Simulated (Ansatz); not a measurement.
An input for Ansatz 0.2.0 (Si2MoN4 (MoSi2N4 type monolayer)):

```yaml
crystal:
  lattice:
    - [2.8780340229, 0.0, 0.0]
    - [-1.4390170115, 2.4924505768, 0.0]
    - [0.0, 0.0, 37.1]
  atoms:
    - { symbol: Mo, position: [0.0, 0.0, 0.5] }
    - { symbol: "N", position: [0.3333333333, 0.6666666667, 0.5332612056] }
    - { symbol: "N", position: [0.3333333333, 0.6666666667, 0.4667387944] }
    - { symbol: Si, position: [0.3333333333, 0.6666666667, 0.5800318078] }
    - { symbol: Si, position: [0.3333333333, 0.6666666667, 0.4199681922] }
    - { symbol: "N", position: [0.6666666667, 0.3333333333, 0.593824925] }
    - { symbol: "N", position: [0.6666666667, 0.3333333333, 0.406175075] }
  periodic: [true, true, false]
kpoints:
  mp_grid: { grid: [9, 9, 1] }
hamiltonian:
  xc: pbesol
  pseudopotentials: { kind: paw, azcp: { folder: soft_1 }, xc_functional: pbe }
scf:
  occupations: { method: fixed }
  convergence: { dr2_threshold: 1.0e-10 }
gw:
  n_empty_bands: 316
  ecut_chi: 65.0
  qp_bands: [v2, c2]
  qp_kpoints: band_edges
  screening: { model: contour_deformation }
```

```sh
ansatz run input.yaml --threads 2 --pin off --max-ram 92160MiB --backend cuda --events-out ev --progress --plain --runs-dir out --devices 1 --max-vram 13GiB
```

**Question.** How long will it take on 1 × NVIDIA H100 80GB HBM3 (shared by 6 runs) with 2 threads of AMD EPYC 7R13 (Zen 3), shared host, and how much memory?

It took 60 s; on shared hardware allow 30 s to 2 min. Peak host memory was 1.7 GiB. The sizes that set the cost: 5223 plane waves a state, 12 irreducible k points, 337 bands summed, 283 plane waves in the screening and 14 SCF cycles.

The screening grows as filled bands × empty bands × pairs of k points, times the square of the screening basis for the matrix.

[Paths, hosts, dates, memory and timing lines, banners, echoed tables and standing remarks are left out of the program output.]

[Logs are printed without paths, hosts, clocks, repeated set-up lines and the standing remarks that a program may print on its own settings, such as how far it seeks lower states.]

[Runs of the session that timed out or met a known fault of the program may be left out.]

[Cells called generated may have been cut or substituted from an entry of the Crystallography Open Database or the Materials Project.]

[Hosts, paths, dates, database ids (printed as entryN), source tags and the programs' standing remarks are cut or masked in the printed files.]
